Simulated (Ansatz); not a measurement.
# A frame of liquid (Cs,Li)Cl from 900 K (108 atoms): geometry optimisation, part 2 of 2

How does a frame of liquid (Cs,Li)Cl from 900 K (108 atoms) relax, and what do bonds, charges and levels look like afterwards?

Ansatz 0.2.0; Kohn-Sham DFT, PBE, PAW (set soft_2), plane waves.

The cell: 37 Cs, 17 Li and 54 Cl. The network of bonds at the start is that of the classical potential that made the cell. The ion parameters were fitted for water, not for melts. Only the Γ point is sampled, in a cell whose shortest periodic width is 16 Å. Spin–orbit coupling is left out.

So far, density (g/cm³): step 4 (distances and neighbours after relaxation) 2.7.

## 5. Single point at the relaxed geometry

The electronic structure is read at the final geometry, in a run of its own.

input.yaml reads:

```yaml
crystal:
  lattice:
    - [16.22871, 0.0, 0.0]
    - [0.0, 16.22871, 0.0]
    - [0.0, 0.0, 16.22871]
  atoms:
    - { symbol: Cs, position: [0.34117, 0.01273, 0.89492] }
    - { symbol: Cs, position: [0.1404, 0.32426, 0.1251] }
    - { symbol: Cs, position: [0.75618, 0.25708, 0.62142] }
    - { symbol: Cs, position: [0.93381, 0.90801, 0.27367] }
    - { symbol: Cs, position: [0.89871, 0.24105, 0.84114] }
    - { symbol: Cs, position: [0.65023, 0.43804, 0.86208] }
    - { symbol: Cs, position: [0.96845, 0.71388, 0.51579] }
    - { symbol: Cs, position: [0.39011, 0.83539, 0.33917] }
    - { symbol: Cs, position: [0.59477, 0.14318, 0.40451] }
    - { symbol: Cs, position: [0.22926, 0.0866, 0.27567] }
    - { symbol: Cs, position: [0.25142, 0.41656, 0.42631] }
    - { symbol: Cs, position: [0.40977, 0.52887, 0.02016] }
    - { symbol: Cs, position: [0.4926, 0.36551, 0.24903] }
    - { symbol: Cs, position: [0.57256, 0.65704, 0.26609] }
    - { symbol: Cs, position: [0.68824, 0.90042, 0.41009] }
    - { symbol: Cs, position: [0.87648, 0.98262, 0.63545] }
    - { symbol: Cs, position: [0.24156, 0.83481, 0.73151] }
    - { symbol: Cs, position: [0.17702, 0.79368, 0.14462] }
    - { symbol: Cs, position: [0.81301, 0.79756, 0.83559] }
    - { symbol: Cs, position: [0.57895, 0.86565, 0.64246] }
    - { symbol: Cs, position: [0.46499, 0.83187, 0.07224] }
    - { symbol: Cs, position: [0.96736, 0.37156, 0.51647] }
    - { symbol: Cs, position: [0.1817, 0.23688, 0.85387] }
    - { symbol: Cs, position: [0.6743, 0.00499, 0.12846] }
    - { symbol: Cs, position: [0.14342, 0.10337, 0.57075] }
    - { symbol: Cs, position: [0.50189, 0.61443, 0.66065] }
    - { symbol: Cs, position: [0.43291, 0.3339, 0.66006] }
    - { symbol: Cs, position: [0.9457, 0.16414, 0.35223] }
    - { symbol: Cs, position: [0.74473, 0.27158, 0.17948] }
    - { symbol: Cs, position: [0.79825, 0.71088, 0.09672] }
    - { symbol: Cs, position: [0.90502, 0.53309, 0.28627] }
    - { symbol: Cs, position: [0.54712, 0.10255, 0.72873] }
    - { symbol: Cs, position: [0.4536, 0.21878, 0.01873] }
    - { symbol: Cs, position: [0.78095, 0.57909, 0.67084] }
    - { symbol: Cs, position: [0.11067, 0.56615, 0.00929] }
    - { symbol: Cs, position: [0.64935, 0.44869, 0.44739] }
    - { symbol: Cs, position: [0.06307, 0.50252, 0.76413] }
    - { symbol: Li, position: [0.69902, 0.0992, 0.90276] }
    - { symbol: Li, position: [0.74931, 0.68264, 0.45527] }
    - { symbol: Li, position: [0.13221, 0.87739, 0.45339] }
    - { symbol: Li, position: [0.60455, 0.91995, 0.8949] }
    - { symbol: Li, position: [0.27152, 0.7179, 0.50241] }
    - { symbol: Li, position: [0.90919, 0.40912, 0.05102] }
    - { symbol: Li, position: [0.08284, 0.99659, 0.86814] }
    - { symbol: Li, position: [0.66131, 0.49794, 0.09257] }
    - { symbol: Li, position: [0.92663, 0.06157, 0.04766] }
    - { symbol: Li, position: [0.27511, 0.5812, 0.23983] }
    - { symbol: Li, position: [0.00201, 0.86935, 0.97301] }
    - { symbol: Li, position: [0.37556, 0.93039, 0.54457] }
    - { symbol: Li, position: [0.13579, 0.64152, 0.35294] }
    - { symbol: Li, position: [0.59708, 0.72497, 0.92263] }
    - { symbol: Li, position: [0.12125, 0.06573, 0.04848] }
    - { symbol: Li, position: [0.03558, 0.737, 0.83692] }
    - { symbol: Li, position: [0.30309, 0.43646, 0.81817] }
    - { symbol: Cl, position: [0.49635, 0.82465, 0.86195] }
    - { symbol: Cl, position: [0.06981, 0.54021, 0.43356] }
    - { symbol: Cl, position: [0.35949, 0.67435, 0.16795] }
    - { symbol: Cl, position: [0.88687, 0.40557, 0.70725] }
    - { symbol: Cl, position: [0.79908, 0.13076, 0.01033] }
    - { symbol: Cl, position: [0.3047, 0.44127, 0.21647] }
    - { symbol: Cl, position: [0.17437, 0.04028, 0.77093] }
    - { symbol: Cl, position: [0.15682, 0.77505, 0.55641] }
    - { symbol: Cl, position: [0.55867, 0.04709, 0.94975] }
    - { symbol: Cl, position: [0.9542, 0.17994, 0.63099] }
    - { symbol: Cl, position: [0.89925, 0.91851, 0.06187] }
    - { symbol: Cl, position: [0.03515, 0.07853, 0.1675] }
    - { symbol: Cl, position: [0.67138, 0.83352, 0.98966] }
    - { symbol: Cl, position: [0.70456, 0.97699, 0.80463] }
    - { symbol: Cl, position: [0.93945, 0.35579, 0.1781] }
    - { symbol: Cl, position: [0.16591, 0.6757, 0.84455] }
    - { symbol: Cl, position: [0.13965, 0.92934, 0.98878] }
    - { symbol: Cl, position: [0.31944, 0.93672, 0.17117] }
    - { symbol: Cl, position: [0.00178, 0.88601, 0.82263] }
    - { symbol: Cl, position: [0.78999, 0.29553, 0.4125] }
    - { symbol: Cl, position: [0.77841, 0.05471, 0.29981] }
    - { symbol: Cl, position: [0.6879, 0.22295, 0.82577] }
    - { symbol: Cl, position: [0.95514, 0.67699, 0.73298] }
    - { symbol: Cl, position: [0.01385, 0.96517, 0.46579] }
    [... 24 atom lines left out ...]
    - { symbol: Cl, position: [0.2399, 0.15164, 0.05054] }
    - { symbol: Cl, position: [0.00856, 0.38989, 0.95328] }
    - { symbol: Cl, position: [0.25627, 0.95872, 0.45471] }
    - { symbol: Cl, position: [0.39236, 0.97337, 0.68105] }
    - { symbol: Cl, position: [0.77545, 0.785, 0.56741] }
    - { symbol: Cl, position: [0.38616, 0.77272, 0.56302] }
kpoints:
  mp_grid: { grid: [1, 1, 1] }
hamiltonian:
  xc: pbe
scf:
  occupations: { method: gaussian, width: 0.025 }
output:
  forces: true
  stress: true
  populations: true
  dos:
    method: { smearing: { sigma: 0.1 } }
    de: 0.1
    projected: { site_lists: { Cl: [Cl], Cs: [Cs], Li: [Li] } }
  eigenvalues: true
  write_density: true
  write_potential: true
  volumetric_format: npy
```

Command:

```console
$ ansatz run input.yaml --threads 4 --pin off --max-ram 8192MiB --backend cpu --events-out ev --progress --plain --runs-dir out
```

Run time: 85 s. Hardware: 4 threads of Arm Neoverse V2, shared host; peak memory 5.5 GiB; 5.6 min of CPU time.

The program notes that the exchange-correlation potential is rough where the density is thin.

The run gave:

- free energy: -271794.7052 eV
- free energy per atom: -2516.6176 eV/atom
- SCF cycles: 7
- pressure: 0.03153 GPa
- r.m.s. force component: 0.00355 eV/Å
- longest force: 0.01348 eV/Å
- Fermi energy: 2.824 eV
- gap (highest filled to lowest empty level): 4.325 eV
- spilling of the projection: 0.004889

Löwdin charges by element and coordination (they lack the spilled electrons, 0.034 e an atom on average):

```csv
element,coordination,atoms,mean charge (e),spread,least,most
Cl,all,54,-0.715,0.0219,-0.758,-0.674
Cl,4,7,-0.720,0.0173,-0.749,-0.697
Cl,5,30,-0.714,0.0246,-0.758,-0.674
Cl,6,17,-0.715,0.0179,-0.744,-0.691
Cs,all,37,0.829,0.0084,0.812,0.846
Cs,5,13,0.836,0.0068,0.822,0.846
Cs,6,18,0.826,0.007,0.812,0.836
Cs,7,6,0.822,0.0024,0.818,0.825
Li,all,17,0.687,0.0125,0.667,0.716
Li,3,3,0.707,0.007,0.699,0.716
Li,4,14,0.682,0.0082,0.667,0.701
```

Density of states as counts of states in windows of 1 eV (from the Fermi level), total and the larger projections:

```csv
from (eV),to (eV),total,Cl p,Cs p,Cs s
-10,-9,0.3,0.0,0.3,0.0
-9,-8,219.1,3.7,213.5,0.8
-8,-7,2.6,0.0,2.5,0.0
-7,-5,0.0,0.0,0.0,0.0
-5,-4,5.0,4.5,0.0,0.0
-4,-3,110.8,103.7,1.1,2.1
-3,-2,208.1,200.8,2.8,2.1
-2,-1,0.1,0.1,0.0,0.0
-1,2,0.0,0.0,0.0,0.0
2,3,6.0,0.2,0.1,4.2
3,4,55.8,1.7,0.4,20.6
4,5,116.1,2.0,0.3,16.3
```

Between -26 and -10 eV lie 182 more states.

About 34 of the 762 electrons lie in deeper levels, below the stored range.

The levels nearest the highest filled one (over half full), pooled over k-points and spins:

```csv
level less the highest filled one (eV),occupation
-0.130,2
-0.118,2
-0.0993,2
-0.072,2
-0.0616,2
0,2
4.32,0
4.97,0
5.1,0
5.15,0
5.21,0
5.24,0
```

Electrostatic potential energy in the bc plane at fractional x = 0.132, with atoms of Cs and Li and Cl within 0.2 Å of it. With pseudopotentials it is smooth inside the atoms' cores, unlike the true potential.

Values in eV, 13 rows by 16 columns, each cell a mean:
```
  5   5   6   4   4   6   7   5  -8 -11   3   7   7   7 -10 -10
  3   6   4 -12  -8   5   7   6   5   5  -6  -2   7   7   6   3
 -6   2   5  -5  -3   5   5   1  -1   5  -3   0   6   6   6   5
  0   4   6   5   6   7   6   1  -1   5   7   7   6   5   6   7
  4  -5  -1   5   6   7   7   6   5   6   7   7   6   6   6   6
 -4 -21 -16   4   6   6   6   6   7   7   7   1 -19   1   7   6
  4  -5   0   5   6   6   5   6   6   7   7   6  -2  -2  -5   6
  7   6   6 -15 -15   6   5   6   4   4   1   6   4  -2  -6   6
  5   5   6   0   0   7   6   7   7   0 -15   2 -17  -1   6   6
  5   3   5   6   6   6   6   7   5 -10   0   6   4   5   6   6
  6   6   6   5  -5 -11   1   6   2 -18  -3   3 -10  -5   5   6
  3   1   6   4 -15 -21  -5   5   3   2   5   2 -12  -6   5   6
 -5 -11   5   6   2   0   4   3 -15 -19  -1   5   5   5  -7  -6
```
Columns run along b (16.2 Å; values clipped at the 3rd and 97th percentile), rows up along c (16.2 Å). Atoms in or near the plane, at fractional coordinates: Cs at (0.32, 0.13), Cs at (0.10, 0.57), Li at (0.88, 0.45), Li at (0.64, 0.35), Li at (0.07, 0.05), Cl at (0.93, 0.99), Cl at (0.24, 0.40), Cl at (0.59, 0.21).

Valence density in the bc plane at fractional x = 0.132, with atoms of Cs and Li and Cl within 0.2 Å of it. It is the smooth field of the valence electrons, not physical close to the nuclei.

Values in e/Å³, 13 rows by 16 columns, each cell a mean:
```
0.1 0.0 0.0 0.1 0.0 0.0 0.0 0.0 0.5 0.6 0.1 0.0 0.0 0.1 0.9 0.9
0.1 0.0 0.1 0.6 0.5 0.0 0.0 0.0 0.0 0.1 0.8 0.6 0.0 0.0 0.1 0.1
0.8 0.4 0.1 0.4 0.3 0.0 0.0 0.2 0.2 0.1 0.6 0.5 0.0 0.0 0.0 0.1
0.5 0.3 0.0 0.0 0.0 0.0 0.1 0.2 0.2 0.0 0.0 0.0 0.0 0.0 0.0 0.1
0.1 0.4 0.2 0.0 0.0 0.0 0.0 0.0 0.0 0.0 0.0 0.0 0.1 0.0 0.0 0.0
0.3 0.8 0.8 0.1 0.0 0.0 0.0 0.0 0.0 0.0 0.0 0.4 1.4 0.4 0.0 0.0
0.1 0.4 0.2 0.2 0.1 0.0 0.0 0.0 0.1 0.1 0.0 0.2 0.5 0.5 0.8 0.0
0.0 0.0 0.1 1.1 1.1 0.1 0.0 0.1 0.3 0.2 0.1 0.1 0.2 0.5 1.0 0.0
0.0 0.0 0.1 0.5 0.5 0.0 0.0 0.0 0.0 0.2 2.3 0.3 1.2 0.5 0.0 0.0
0.0 0.1 0.0 0.0 0.0 0.0 0.0 0.0 0.2 0.9 0.4 0.1 0.2 0.1 0.0 0.0
0.0 0.1 0.0 0.0 0.4 0.6 0.1 0.0 0.3 1.1 0.6 0.1 0.6 0.4 0.0 0.0
0.1 0.1 0.0 0.1 0.7 0.8 0.4 0.0 0.1 0.2 0.1 0.1 0.7 0.4 0.1 0.0
0.6 1.4 0.0 0.0 0.1 0.2 0.0 0.1 0.8 0.9 0.2 0.0 0.0 0.1 0.8 0.8
```
Columns run along b (16.2 Å), rows up along c (16.2 Å). Atoms in or near the plane, at fractional coordinates: Cs at (0.32, 0.13), Cs at (0.10, 0.57), Li at (0.88, 0.45), Li at (0.64, 0.35), Li at (0.07, 0.05), Cl at (0.93, 0.99), Cl at (0.24, 0.40), Cl at (0.59, 0.21).

Mean Löwdin charges: Cl -0.71, Cs +0.83, Li +0.69 e (they miss 0.49 % of the electrons, so they add up to more than the cell's charge). The largest share in the top eV of filled states is Cl p (97 % of the projected weight), and in the lowest eV of empty states Cs s (81 % of the projected weight).

The surroundings of Cs23, which has 7 bonded neighbours where the commonest count for Cs is 6, nearest first, numbered as they follow in the input and with coordinates relative to it.

```csv
atom,x,y,z,distance (Å),bonds,Löwdin charge (e)
Cs23,0.00,0.00,0.00,0.00,7,0.82
Cl84,3.35,-0.49,-0.53,3.43,5,-0.75
Cl61,-0.12,-3.19,-1.35,3.46,5,-0.72
Cl97,1.06,2.94,1.50,3.47,5,-0.72
Cl103,0.94,-1.38,3.19,3.60,6,-0.72
Cl85,-2.56,-2.10,1.46,3.62,5,-0.68
Cl90,0.85,2.53,-2.47,3.64,4,-0.73
Li54,1.97,3.24,-0.58,3.83,3,0.70
```

The column of bonds counts only the pairs Cl-Cs within 4.18 Å, Cl-Li within 2.98 Å; other neighbours, such as metal atoms beside each other in a compound, aren't counted, and periodic images can show an atom twice.

## 6. Summary of results

- energy change in the relaxation: -118.2 meV/atom
- r.m.s. displacement: 0.973 Å
- largest displacement: 2.552 Å
- free energy per atom: -2516.6176 eV/atom
- pressure: 0.03153 GPa
- r.m.s. force component: 0.00355 eV/Å
- gap (highest filled to lowest empty level): 4.325 eV
- wall time of the 3 DFT runs: 28 min

In words: Relaxation lowers the energy by 118 meV/atom and moves atoms by 0.97 Å r.m.s.; the r.m.s. force component goes from 0.43 to 0.0036 eV/Å, the pressure goes from 1.4 to 0.032 GPa, and the gap from 3.82 to 4.32 eV. By the final cutoffs 23 of 255 bonded pairs parted and 48 joined. From the first step to the last the energy fell by 12.769 eV, and the largest move was 2.55 Å (Cs9). The Cl-Cs bonds go from 3.396 Å (spread 0.281) to 3.551 Å (spread 0.176), and their number from 192 to 215. With the cutoffs above, 56 % of Cl atoms have 5, 49 % of Cs atoms have 6 and 82 % of Li atoms have 4 bonded neighbours. The highest filled and lowest empty levels differ by 4.32 eV (at Γ alone); a semilocal functional tends to put such gaps too low. In a disordered cell it changes from sample to sample and from frame to frame.

Caveats: The starting topology of bonds comes from the classical model; in DFT 23 of its 255 bonded pairs passed out of the cutoffs and 48 came within them.

[Logs are printed without paths, hosts, clocks, repeated set-up lines and the standing remarks that a program may print on its own settings, such as how far it seeks lower states.]

[Hosts, paths, dates, database ids (printed as entryN), source tags and the programs' standing remarks are cut or masked in the printed files.]
